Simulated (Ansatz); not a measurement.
## Ir wire along [100], 13 atoms a period: bands along the axis

Wanted: the relaxed geometry and the bands of the Ir wire along [100], 13 atoms a period.

Program: Ansatz 0.2.0. Level of theory: DFT PBE, plane waves, PAW; relaxation of a wire's period; PAW set soft_1, in the first sound run; inputs show where later runs differ. Results are calculated unless marked as measured.

**1. Starting point**

The cell holds 13 atoms: 13 Ir. Cell: a = 14.540 Å, b = 14.540 Å, c = 3.870 Å, α = 90.0°, β = 90.0°, γ = 90.0°. Vacuum lies along a and b. The structure's axis is c.

**2. Relaxing the period**

Band widths follow the bond lengths, so the wire is relaxed first. The atoms and the third cell vector are free; the box across stays fixed as vacuum. A Fermi-Dirac smearing is set since the result may be a metal. The pressure printed is a third of the stress's trace over the whole box, vacuum included; only the stress along the axis is relaxed.

The input, input.yaml:

```yaml
crystal:
  lattice:
    - [14.54, 0.0, 0.0]
    - [0.0, 14.54, 0.0]
    - [0.0, 0.0, 3.87]
  atoms:
    - { symbol: Ir, position: [0.233837689, 0.5, 0.0] }
    - { symbol: Ir, position: [0.366918845, 0.366918845, 0.0] }
    - { symbol: Ir, position: [0.366918845, 0.633081155, 0.0] }
    - { symbol: Ir, position: [0.5, 0.233837689, 0.0] }
    - { symbol: Ir, position: [0.5, 0.5, 0.0] }
    - { symbol: Ir, position: [0.5, 0.766162311, 0.0] }
    - { symbol: Ir, position: [0.633081155, 0.366918845, 0.0] }
    - { symbol: Ir, position: [0.633081155, 0.633081155, 0.0] }
    - { symbol: Ir, position: [0.766162311, 0.5, 0.0] }
    - { symbol: Ir, position: [0.366918845, 0.5, 0.5] }
    - { symbol: Ir, position: [0.5, 0.366918845, 0.5] }
    - { symbol: Ir, position: [0.5, 0.633081155, 0.5] }
    - { symbol: Ir, position: [0.633081155, 0.5, 0.5] }
kpoints:
  mp_grid: { grid: [1, 1, 21] }
scf:
  occupations: { method: fermi_dirac, width: 0.05 }
hamiltonian:
  xc: pbe
  pseudopotentials: { kind: paw, azcp: { folder: soft_1 } }
relax:
  cell: { fix: [a, b, alpha, beta, gamma] }
  max_steps: 45
  f_tol: 0.03
```

The run is started by

```
$ ansatz run input.yaml --threads 4 --pin off --max-ram 16384MiB --backend cpu --events-out ev --progress --plain --runs-dir out
```

Numbers of over 12 decimals in the logs are rounded to 6 here.

Output:

```text
Engine: ansatz 0.2.0, aarch64-unknown-linux-gnu
Pseudopotentials: kind: paw
Pseudopotential: Ir, paw, valence charge 17, recommended cutoff 420 eV (normal), soft_1/Ir.paw.azcp
Functional definition: PBE
  parameter kappa = 0.804
  parameter beta = 0.066725
  exchange = pbe_x(kappa = kappa, mu = beta*pi^2/3)
  correlation = pbe_c(beta = beta)
Crystal: 13 atoms, lattice volume = 818.163 Å³
Basis set: ecut = 420 eV, 16025 PW (Γ), exchange–correlation on 200×200×54 points (8 copies of the dense FFT grid, shifted against one another)
Bands: 133, of which v1, the nominal top of the filled ones, is band 111 counted from 1 (110 counted from 0)
Symmetry: 16 space group operations
Space group: P4/mmm (ITA 123), of the structure as read, at distance tolerance 9.4e-5 Å
k-points: 11 of 21
Non-local potential: Ir, projectors of the file, l = 0: 3, l = 1: 2, l = 2: 2, l = 3: 1
PAW form: soft (Blöchl's): semilocal exchange-correlation on the pseudo side does not see the compensation charge
PAW one-centre angular grid: Ir, 590 points (default); XC on 64 Gauss nodes
Initial density: superposition of atomic densities (neutral atoms: chi_scale 0, normalization atom)
Initial wavefunctions: pseudopotential atomic-orbital guess
Functional: x = pbe(κ = 0.804, μ = 0.219515), c = pbe(β = 0.066725)
SCF iter   1: F=—  HF=-155160.844708 eV  |F-HF|=—  |Δ(HF+E_count)|=         —  Δρ=3.47e-2  dr2=1.91e1  ethr=3.10e-3  ⟨swp⟩=8.3  Hψ=6245  notcnv=0  defer=4
preconditioner: auto → LDOS  [metal: Δε(μ)=0.018 eV  Ē_g=4.825 eV  σ=0.050 eV  W_gap=0.09  n_scr=154 (ndim 8)  ℏωp=14.0 eV  f_vac=0.618  D(μ)=20.39/eV (n_scr^D=142)  β→1.0]
SCF iter   2: F=—  HF=-155160.215460 eV  |F-HF|=—  |Δ(HF+E_count)|=   6.29e-1  Δρ=3.68e-2  dr2=2.30e1  ethr=3.10e-3  ⟨swp⟩=3.9  Hψ=3774  notcnv=0  defer=43
SCF iter   3: F=—  HF=-155156.210786 eV  |F-HF|=—  |Δ(HF+E_count)|=    4.00e0  Δρ=6.66e-3  dr2=6.12e-1  ethr=3.10e-3  ⟨swp⟩=4.2  Hψ=3776  notcnv=0  defer=33
SCF iter   4: F=—  HF=-155156.166256 eV  |F-HF|=—  |Δ(HF+E_count)|=   4.45e-2  Δρ=3.35e-3  dr2=2.02e-1  ethr=2.77e-4  ⟨swp⟩=2.1  Hψ=2281  notcnv=0  defer=33
SCF iter   5: F=—  HF=-155156.134684 eV  |F-HF|=—  |Δ(HF+E_count)|=   3.16e-2  Δρ=1.25e-3  dr2=2.34e-2  ethr=9.15e-5  ⟨swp⟩=2.0  Hψ=2416  notcnv=0  defer=37
SCF iter   6: F=—  HF=-155156.133530 eV  |F-HF|=—  |Δ(HF+E_count)|=   1.15e-3  Δρ=5.90e-4  dr2=6.25e-3  ethr=1.06e-5  ⟨swp⟩=2.0  Hψ=2270  notcnv=0  defer=37
SCF iter   7: F=—  HF=-155156.133340 eV  |F-HF|=—  |Δ(HF+E_count)|=   1.91e-4  Δρ=2.89e-4  dr2=1.27e-3  ethr=2.83e-6  ⟨swp⟩=2.0  Hψ=1924  notcnv=0  defer=37
SCF iter   8: F=—  HF=-155156.133254 eV  |F-HF|=—  |Δ(HF+E_count)|=   8.58e-5  Δρ=1.23e-4  dr2=3.22e-4  ethr=5.75e-7  ⟨swp⟩=2.0  Hψ=1999  notcnv=0  defer=37
SCF iter   9: F=—  HF=-155156.133240 eV  |F-HF|=—  |Δ(HF+E_count)|=   1.34e-5  Δρ=2.83e-5  dr2=2.53e-5  ethr=1.46e-7  ⟨swp⟩=1.9  Hψ=1646  notcnv=0  defer=37
SCF iter  10: F=—  HF=-155156.131483 eV  |F-HF|=—  |Δ(HF+E_count)|=   1.76e-3  Δρ=1.22e-5  dr2=5.09e-6  ethr=1.14e-8  ⟨swp⟩=2.2  Hψ=2040  notcnv=0  defer=37
SCF iter  11: F=—  HF=-155156.131483 eV  |F-HF|=—  |Δ(HF+E_count)|=   2.02e-7  Δρ=4.53e-6  dr2=8.23e-7  ethr=2.30e-9  ⟨swp⟩=1.6  Hψ=1668  notcnv=0  defer=37
SCF iter  12: F=-155156.131483 eV  HF=-155156.131483 eV  |F-HF|=1.72e-8  |Δ(HF+E_count)|=   1.32e-8  Δρ=1.49e-6  dr2=3.45e-8  ethr=4.52e-11  ⟨swp⟩=3.8  Hψ=5857  notcnv=0
SCF 1 converged in 12 iterations: F = -155156.131483 eV  dr2 = 3.45e-8
  greatest PAW one-centre occupation: 1.000 electrons in one spin orbital (limit 2), on the Ir atom at site 4 (counted from 0), in its partial waves of l = 0
relax step   1: F+E_penalty+E_count = -155156.13148339 eV  Δ(F+E_penalty+E_count) = +0.000e0 eV  max|allowed force component| = 3.287e0 eV/Å  Δτ_max = 0.0000 Å  P = -5.757 GPa  Ω = 818.163 Å³  fix = [a, b, alpha, beta, gamma]  reactions: a -6.133, b -6.133 GPa  (12 SCF iters, dr2 threshold 1.00e-7 eV, accepted)
Crystal: 13 atoms, lattice volume = 804.679 Å³
Basis set: ecut = 420 eV, 15721 PW (Γ), exchange–correlation on 200×200×54 points (8 copies of the dense FFT grid, shifted against one another)
Initial density: handed on by an earlier stage of this run
Initial wavefunctions: those handed on with the density
SCF iter   1: F=—  HF=-155159.310143 eV  |F-HF|=—  |Δ(HF+E_count)|=         —  Δρ=2.01e-2  dr2=8.25e0  ethr=3.10e-3  ⟨swp⟩=6.2  Hψ=5350  notcnv=0  defer=4
preconditioner: auto → LDOS  [metal: Δε(μ)=0.017 eV  Ē_g=4.963 eV  σ=0.050 eV  W_gap=0.08  n_scr=154 (ndim 8)  ℏωp=14.2 eV  f_vac=0.650  D(μ)=26.11/eV (n_scr^D=194)  β→1.0]
SCF iter   2: F=—  HF=-155159.052457 eV  |F-HF|=—  |Δ(HF+E_count)|=   2.58e-1  Δρ=9.16e-3  dr2=1.42e0  ethr=3.10e-3  ⟨swp⟩=2.0  Hψ=2323  notcnv=0  defer=35
SCF iter   3: F=—  HF=-155158.954600 eV  |F-HF|=—  |Δ(HF+E_count)|=   9.79e-2  Δρ=6.03e-3  dr2=9.64e-1  ethr=6.41e-4  ⟨swp⟩=3.1  Hψ=2627  notcnv=0  defer=35
SCF iter   4: F=—  HF=-155158.813684 eV  |F-HF|=—  |Δ(HF+E_count)|=   1.41e-1  Δρ=1.79e-3  dr2=3.33e-2  ethr=4.36e-4  ⟨swp⟩=2.0  Hψ=2515  notcnv=0  defer=37
SCF iter   5: F=—  HF=-155158.816033 eV  |F-HF|=—  |Δ(HF+E_count)|=   2.35e-3  Δρ=4.39e-4  dr2=3.23e-3  ethr=1.51e-5  ⟨swp⟩=2.4  Hψ=2353  notcnv=0  defer=37
SCF iter   6: F=—  HF=-155158.815658 eV  |F-HF|=—  |Δ(HF+E_count)|=   3.75e-4  Δρ=1.36e-4  dr2=2.12e-4  ethr=1.46e-6  ⟨swp⟩=2.0  Hψ=2074  notcnv=0  defer=37
SCF iter   7: F=—  HF=-155158.813889 eV  |F-HF|=—  |Δ(HF+E_count)|=   1.77e-3  Δρ=5.60e-5  dr2=4.04e-5  ethr=9.58e-8  ⟨swp⟩=2.9  Hψ=2949  notcnv=0  defer=37
SCF iter   8: F=—  HF=-155158.813895 eV  |F-HF|=—  |Δ(HF+E_count)|=   6.67e-6  Δρ=2.08e-5  dr2=7.49e-6  ethr=1.83e-8  ⟨swp⟩=2.0  Hψ=2066  notcnv=0  defer=37
SCF iter   9: F=-155158.813898 eV  HF=-155158.813898 eV  |F-HF|=3.86e-8  |Δ(HF+E_count)|=   2.38e-6  Δρ=6.66e-6  dr2=4.18e-7  ethr=5.88e-10  ⟨swp⟩=3.7  Hψ=5597  notcnv=0
SCF 2 converged in 9 iterations: F = -155158.813898 eV  dr2 = 4.18e-7
  greatest PAW one-centre occupation: 1.000 electrons in one spin orbital (limit 2), on the Ir atom at site 12 (counted from 0), in its partial waves of l = 0
relax step   2: F+E_penalty+E_count = -155158.81389772 eV  Δ(F+E_penalty+E_count) = -2.682e0 eV  max|allowed force component| = 8.760e-1 eV/Å  Δτ_max = 0.1950 Å  P = -0.693 GPa  Ω = 804.679 Å³  energy of the carried Pulay correction = +1.404e-3 eV  fix = [a, b, alpha, beta, gamma]  reactions: a -1.325, b -1.325 GPa  (9 SCF iters, dr2 threshold 1.30e-6 eV, accepted)
Crystal: 13 atoms, lattice volume = 828.674 Å³
[...]
SCF iter   8: F=—  HF=-155158.986185 eV  |F-HF|=—  |Δ(HF+E_count)|=   1.49e-6  Δρ=1.59e-5  dr2=4.12e-6  ethr=1.64e-8  ⟨swp⟩=2.1  Hψ=2076  notcnv=0  defer=34
SCF iter   9: F=-155158.986186 eV  HF=-155158.986186 eV  |F-HF|=3.52e-8  |Δ(HF+E_count)|=   7.94e-7  Δρ=4.56e-6  dr2=2.74e-7  ethr=5.88e-10  ⟨swp⟩=5.0  Hψ=5346  notcnv=0
SCF 3 converged in 9 iterations: F = -155158.986186 eV  dr2 = 2.74e-7
  greatest PAW one-centre occupation: 1.000 electrons in one spin orbital (limit 2), on the Ir atom at site 11 (counted from 0), in its partial waves of l = 0
relax step   3: F+E_penalty+E_count = -155158.98618573 eV  Δ(F+E_penalty+E_count) = -1.723e-1 eV  max|allowed force component| = 7.933e-1 eV/Å  Δτ_max = 0.1257 Å  P = +0.933 GPa  Ω = 828.674 Å³  energy of the carried Pulay correction = -1.068e-3 eV  fix = [a, b, alpha, beta, gamma]  reactions: a +1.075, b +1.075 GPa  (9 SCF iters, dr2 threshold 1.30e-6 eV, accepted)
[...]
relax step   4: F+E_penalty+E_count = -155158.92658059 eV  Δ(F+E_penalty+E_count) = +5.961e-2 eV  max|allowed force component| = 3.445e-1 eV/Å  Δτ_max = 0.0860 Å  P = -0.700 GPa  Ω = 842.124 Å³  energy of the carried Pulay correction = -2.402e-3 eV  fix = [a, b, alpha, beta, gamma]  (8 SCF iters, dr2 threshold 1.30e-6 eV, rejected (line search))
[...]
relax step   5: F+E_penalty+E_count = -155159.04645826 eV  Δ(F+E_penalty+E_count) = -6.027e-2 eV  max|allowed force component| = 7.552e-2 eV/Å  Δτ_max = 0.0419 Å  P = +0.027 GPa  Ω = 828.812 Å³  energy of the carried Pulay correction = -1.082e-3 eV  fix = [a, b, alpha, beta, gamma]  reactions: a +0.067, b +0.067 GPa  (11 SCF iters, accepted)
[...]
relax step   6: F+E_penalty+E_count = -155159.04864040 eV  Δ(F+E_penalty+E_count) = -2.182e-3 eV  max|allowed force component| = 2.087e-2 eV/Å  Δτ_max = 0.0076 Å  P = -0.002 GPa  Ω = 827.675 Å³  energy of the carried Pulay correction = -9.674e-4 eV  fix = [a, b, alpha, beta, gamma]  reactions: a -0.007, b -0.007 GPa  (6 SCF iters, dr2 threshold 3.56e-7 eV, accepted)
Initial wavefunctions: pseudopotential atomic-orbital guess (no wavefunctions were taken with the density)
iter 1 solved again at ethr=1.31e-6 eV; its pass at ethr=3.10e-3 eV (dr2=2.90e-3 eV) is discarded
SCF iter   1: F=—  HF=-155159.046911 eV  |F-HF|=—  |Δ(HF+E_count)|=         —  Δρ=6.71e-5  dr2=2.29e-6  ethr=1.31e-6  ⟨swp⟩=4.0  Hψ=10545  notcnv=0
eigensolver tolerance schedule: the retry pair's looser diagonalisation over-reported the residual by 1268.37 of it (diagonalisation noise at 1.16 of the residual, at the tolerance the schedule requests for it); recorded, not acted on — ethr = c·dr2/N_el stays at c = 1.0e-1
preconditioner: auto → LDOS  [metal: Δε(μ)=0.015 eV  Ē_g=4.952 eV  σ=0.050 eV  W_gap=0.08  n_scr=154 (ndim 8)  ℏωp=14.0 eV  f_vac=0.656  D(μ)=22.17/eV (n_scr^D=154)  β→1.0]
SCF iter   2: F=—  HF=-155159.049816 eV  |F-HF|=—  |Δ(HF+E_count)|=   2.90e-3  Δρ=5.76e-6  dr2=1.34e-6  ethr=1.03e-9  ⟨swp⟩=5.0  Hψ=4189  notcnv=0
SCF iter   3: F=—  HF=-155159.049796 eV  |F-HF|=—  |Δ(HF+E_count)|=   1.96e-5  Δρ=3.15e-6  dr2=7.82e-8  ethr=6.08e-10  ⟨swp⟩=2.5  Hψ=1901  notcnv=0
SCF iter   4: F=—  HF=-155159.049815 eV  |F-HF|=—  |Δ(HF+E_count)|=   1.85e-5  Δρ=1.25e-6  dr2=4.40e-8  ethr=3.54e-11  ⟨swp⟩=3.1  Hψ=2585  notcnv=0
SCF iter   5: F=—  HF=-155159.049816 eV  |F-HF|=—  |Δ(HF+E_count)|=   7.58e-7  Δρ=5.18e-7  dr2=6.24e-9  ethr=1.99e-11  ⟨swp⟩=2.5  Hψ=2163  notcnv=0
SCF iter   6: F=—  HF=-155159.049816 eV  |F-HF|=—  |Δ(HF+E_count)|=   3.64e-9  Δρ=1.73e-7  dr2=6.57e-10  ethr=2.82e-12  ⟨swp⟩=2.0  Hψ=2120  notcnv=0
SCF iter   7: F=—  HF=-155159.049816 eV  |F-HF|=—  |Δ(HF+E_count)|=   2.91e-9  Δρ=9.20e-8  dr2=1.74e-10  ethr=1.00e-12  ⟨swp⟩=5.0  Hψ=5322  notcnv=0
SCF iter   8: F=-155159.049816 eV  HF=-155159.049816 eV  |F-HF|=9.02e-10  |Δ(HF+E_count)|=   1.02e-9  Δρ=3.32e-8  dr2=1.81e-11  ethr=1.00e-12  ⟨swp⟩=4.2  Hψ=4478  notcnv=0
SCF 7 converged in 8 iterations: F = -155159.049816 eV  dr2 = 1.81e-11
relax step   7: F+E_penalty+E_count = -155159.04981556 eV  Δ(F+E_penalty+E_count) = -1.175e-3 eV  max|allowed force component| = 2.103e-2 eV/Å  Δτ_max = 0.0000 Å  P = +0.000 GPa  Ω = 827.675 Å³  fix = [a, b, alpha, beta, gamma]  reactions: a -0.004, b -0.004 GPa  stress off target by 9.45e-3 GPa on what of the cell is left free  SCF on the basis re-selected at this cell (its energy is not comparable with the rows above)  (8 SCF iters)
basis re-selected at this cell: Δ(F+E_penalty+E_count) = -1.175e-3 eV, ΔP = +0.003 GPa vs the last step (what re-selecting the basis moved, of the pressure what is left beyond the Pulay correction that the steps carried, after the strain that the cell walked since its last selection, with what the two solves' SCF thresholds leave and, on support functions, any second-order correction that the steps lacked; it is no m [...]
SCF converged after 8 iterations
Free energy (F): -155159.049816 eV
Harris-Foulkes:  -155159.049816 eV  (|F-HF|=9.02e-10)
Internal energy: -155158.863229 eV  (E = F + TS)
E sigma→0 (E₀):  -155158.956522 eV
Entropy (-TS):   -0.186587 eV (-14.353 meV/atom)
Fermi energy:    2.374691 eV
--- Per-component energies (eV) ---
  E_band       = -6106.403577
  E_kinetic    = 7017.290594
  E_local      = -154288.160459  (includes V_loc(G=0)·N_el)
  E_nonlocal   = 2485.454627
  E_hartree    = 72822.672644
  E_xc         = -2972.578228
  E_vxc        = -3307.554024  (∫ρ·V_xc dr)
  E_paw        = -120454.180990  (= ΣΔE_a)
  E_vpaw       = -3658.785207  (= ΣTr[D̂ρ^β])
  E_aug_tail   = 0.004742  (compensation charges beyond the density's cutoff)
  E_ewald      = 40230.633840
  E_smearing   = -0.186587  (= −TS)
  E_closure    = -0.000000  (closes the sum)
  Σ components = -155159.049816   (vs F -155159.049816, Δ=0.00e0)
--- Forces (eV/Å), atoms counted from 1 ---
  atom   1  Ir    -0.00904089     0.00000000     0.00000000
  atom   2  Ir     0.02102849     0.02102849     0.00000000
  atom   3  Ir     0.02102849    -0.02102849     0.00000000
  atom   4  Ir    -0.00000000    -0.00904089     0.00000000
  atom   5  Ir     0.00000000    -0.00000000     0.00000000
  atom   6  Ir    -0.00000000     0.00904089     0.00000000
  atom   7  Ir    -0.02102849     0.02102849     0.00000000
  atom   8  Ir    -0.02102849    -0.02102849     0.00000000
  atom   9  Ir     0.00904089     0.00000000     0.00000000
  atom  10  Ir    -0.00409010     0.00000000     0.00000000
  atom  11  Ir    -0.00000000    -0.00409010     0.00000000
  atom  12  Ir    -0.00000000     0.00409010     0.00000000
  atom  13  Ir     0.00409010     0.00000000     0.00000000
  max |Σ_I F_I| component: 4.34e-18 eV/Å
--- Stress (GPa, compression-positive) ---
       -0.004241       0.000000       0.000000
        0.000000      -0.004241       0.000000
        0.000000       0.000000       0.009451
  P = ⅓ Tr σ = 0.0003 GPa (0.003 kbar)
--- Relaxed structure (6 steps of the walk, 5 accepted, 1 SCFs on fresh bases) ---
  F+E_penalty+E_count = -155159.04981556 eV   max|allowed force component| = 2.103e-2 eV/Å   (the final SCF, on the basis selected at the relaxed cell)
  cell:  # Å, volume = 827.6751 Å³
    - [14.54, 0.0, 0.0]
    - [0.0, 14.54, 0.0]
    - [0.0, 0.0, 3.914994]
  atoms:
    - { symbol: Ir, position: [0.253049, 0.5, 0.0] }
    - { symbol: Ir, position: [0.375221, 0.375221, 0.0] }
    - { symbol: Ir, position: [0.375221, 0.624779, 0.0] }
    - { symbol: Ir, position: [0.5, 0.253049, 0.0] }
    - { symbol: Ir, position: [0.5, 0.5, 0.0] }
    - { symbol: Ir, position: [0.5, 0.746951, 0.0] }
    - { symbol: Ir, position: [0.624779, 0.375221, 0.0] }
    - { symbol: Ir, position: [0.624779, 0.624779, 0.0] }
    - { symbol: Ir, position: [0.746951, 0.5, 0.0] }
    - { symbol: Ir, position: [0.362972, 0.5, 0.500000] }
    - { symbol: Ir, position: [0.5, 0.362972, 0.500000] }
    - { symbol: Ir, position: [0.5, 0.637028, 0.500000] }
    - { symbol: Ir, position: [0.637028, 0.5, 0.500000] }
```

Elapsed: 3.1 min, on 4 threads of Arm Neoverse V1, shared host; peak memory 2.5 GiB.

(Continued in part 2 of 2.)

[Logs are printed without paths, hosts, clocks, repeated set-up lines and the standing remarks that a program may print on its own settings, such as how far it seeks lower states.]

[Hosts, paths, dates, database ids (printed as entryN), source tags and the programs' standing remarks are cut or masked in the printed files.]
